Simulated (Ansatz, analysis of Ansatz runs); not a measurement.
# Migration in Na2CdCl4 (Pbam): V_Na hop (3.9 Å), charge −1, part 2 of 3

Aim: the barrier of one jump in Na2CdCl4 (Pbam) at charge −1: V_Na hop (3.9 Å). The model is a cell of 28 host atoms with 1 Na taken out; Na is the atom that moves.

Ansatz 0.2.0; plane-wave PAW DFT, PBEsol; nudged elastic band between two relaxed defect structures at fixed charge in a uniform background.

So far: Set-up; Relaxation of the start point, charge −1.

### 3. Relaxation of the end point, charge −1

Level of this step: plane-wave PAW DFT, PBEsol; relaxation of all atoms of a defect supercell at fixed charge in a uniform background (Ansatz).

The end point is relaxed in the same cell and settings, so that the two energies compare.

qm1.end/input.yaml

```yaml
crystal:
  lattice:
    - [6.98281772, 0.0, 0.0]
    - [0.0, 11.86862037, 0.0]
    - [0.0, 0.0, 7.83297966]
  atoms:
    - { symbol: Na, position: [0.08897747, 0.68280317, 0.25] }
    - { symbol: Na, position: [0.41102253, 0.18280317, 0.25] }
[... 3 atom lines left out ...]
    - { symbol: Cl, position: [0.74561492, 0.54390282, 0.25] }
    - { symbol: Cl, position: [0.25438508, 0.45609718, 0.25] }
[... 5 atom lines left out ...]
    - { symbol: Cl, position: [0.75438508, 0.04390282, 0.25] }
[... 1 atom line left out ...]
    - { symbol: Na, position: [0.911979, 0.316481, 0.25] }
[... 2 atom lines left out ...]
    - { symbol: Cd, position: [0.5, 0.5, 0.5] }
    - { symbol: Cd, position: [0.0, 0.0, 0.5] }
    - { symbol: Cl, position: [0.74561492, 0.54390282, 0.75] }
    - { symbol: Cl, position: [0.25438508, 0.45609718, 0.75] }
    - { symbol: Cl, position: [0.12498427, 0.20381616, 0.5] }
[... 1 atom line left out ...]
    - { symbol: Cl, position: [0.62498427, 0.29618384, 0.5] }
[... 2 atom lines left out ...]
    - { symbol: Cl, position: [0.75438508, 0.04390282, 0.75] }
total_charge: -1
basis:
  ecutwfc: 420
  xc_grid: 2
hamiltonian:
  xc: pbesol
kpoints:
  mp_grid: { grid: [1, 1, 1], shift: [0.25, 0.25, 0.25] }
scf:
  occupations: { method: fixed }
  max_iter: 100
output:
  forces: true
relax:
  f_tol: 0.015
  max_steps: 70
  random_displacement: { amplitude: 0.03, seed: 3476 }
```

On the command line:

```bash
$ ansatz run input.yaml --threads 4 --pin off --max-ram 7536MiB --backend cpu --events-out ev --progress --plain --runs-dir out
```

Numbers of over 12 decimals in the logs are rounded to 6 here.

The program printed:

```text
[...]
Crystal: 27 atoms, lattice volume = 649.169 Å³
Basis set: ecut = 420 eV, 12703 PW (Γ), exchange–correlation on 96×160×108 points (8 copies of the dense FFT grid, shifted against one another)
Bands: 155, of which v1, the nominal top of the filled ones, is band 128 counted from 1 (127 counted from 0)
Symmetry: 1 space group operations
k-points: 1
[...]
SCF iter   1: F=—  HF=-60075.406032 eV  |F-HF|=—  |Δ(HF+E_count)|=         —  Δρ=1.41e-2  dr2=1.28e0  ethr=1.77e-3  ⟨swp⟩=5.0  Hψ=457  notcnv=0  defer=24
[...]
SCF iter   7: F=-60074.930764 eV  HF=-60074.930762 eV  |F-HF|=2.27e-6  |Δ(HF+E_count)|=   1.28e-5  Δρ=8.71e-6  dr2=8.77e-7  ethr=2.20e-9  ⟨swp⟩=4.0  Hψ=426  notcnv=0
SCF 1 converged in 7 iterations: F = -60074.930764 eV  dr2 = 8.77e-7
[...]
- { symbol: Cl, position: [0.744793, 0.548887, 0.248764] }
    - { symbol: Cl, position: [0.251788, 0.462368, 0.250773] }
    - { symbol: Cl, position: [0.125750, 0.199691, 0.008182] }
    - { symbol: Cl, position: [0.878367, 0.794961, 0.000329] }
    - { symbol: Cl, position: [0.621371, 0.296120, 0.007514] }
    - { symbol: Cl, position: [0.375084, 0.703948, 0.000150] }
    - { symbol: Cl, position: [0.240735, 0.948353, 0.248961] }
    - { symbol: Cl, position: [0.747293, 0.037419, 0.250280] }
    - { symbol: Na, position: [0.090284, 0.677433, 0.749286] }
    - { symbol: Na, position: [0.913007, 0.319809, 0.249811] }
    - { symbol: Na, position: [0.398081, 0.205645, 0.749749] }
    - { symbol: Na, position: [0.593708, 0.809647, 0.749473] }
    - { symbol: Cd, position: [0.504153, 0.497185, 0.502894] }
    - { symbol: Cd, position: [-0.002981, 0.002104, 0.502748] }
[...]
- { symbol: Cl, position: [0.621480, 0.296161, 0.491352] }
    - { symbol: Cl, position: [0.375274, 0.704062, 0.499092] }
    - { symbol: Cl, position: [0.243628, 0.953826, 0.749037] }
    - { symbol: Cl, position: [0.744745, 0.034297, 0.750344] }
[key lines of the parts left out:]
SCF converged after 6 iterations
Free energy (F): -60075.122152 eV
Fermi energy:    2.447196 eV
```

It took 74 s on 4 threads of Arm Neoverse N1, shared host; peak memory 0.84 GiB.

The steps of the relaxation:

```csv
step,energy less that of the first step (eV),largest force component (eV/Å)
1,0.0000,0.5484
2,-0.1684,0.0973
3,-0.1820,0.0540
4,-0.1878,0.0369
5,-0.1899,0.0172
6,-0.1908,0.0178
7,-0.1909,0.0136
8,-0.1914,0.0079
```

The atoms that moved most (Å, from the sites as typed, ahead of the random displacement, the mean shift of all atoms taken out):

| atom | dx | dy | dz | length |
| --- | --- | --- | --- | --- |
| Na16 | -0.084 | 0.272 | 0.001 | 0.284 |
| Cl20 | -0.044 | 0.170 | -0.006 | 0.175 |
| Cl27 | -0.061 | -0.113 | 0.006 | 0.129 |
| Na17 | 0.040 | -0.089 | -0.001 | 0.097 |
| Cl12 | -0.028 | -0.091 | -0.005 | 0.095 |
| Cl13 | -0.043 | -0.076 | 0.005 | 0.088 |
| Cl8 | 0.012 | -0.048 | 0.067 | 0.083 |
| Cl22 | 0.013 | -0.048 | -0.062 | 0.079 |

Neighbours of Na15 at the end:

```csv
atom,distance (Å)
Cl24,2.793
Cl8,2.797
Cl10,2.798
Cl22,2.799
Cl7,2.908
Cl6,2.962
Cl13,3.546
Na2,3.847
```

Numbers from this step:

* free energy: -60075.1222 eV
* largest move from the ideal geometry of this structure, a common shift of the far atoms taken out: 0.2835 Å

The relaxation gained 0.191 eV and ended with a largest force component of 0.0079 eV/Å. The end lies within 1 meV of the start.

(Part 2 of 3 ends here.)

[Logs are printed without paths, hosts, clocks, repeated set-up lines and the standing remarks that a program may print on its own settings, such as how far it seeks lower states.]

[Hosts, paths, dates, database ids (printed as entryN), source tags and the programs' standing remarks are cut or masked in the printed files.]
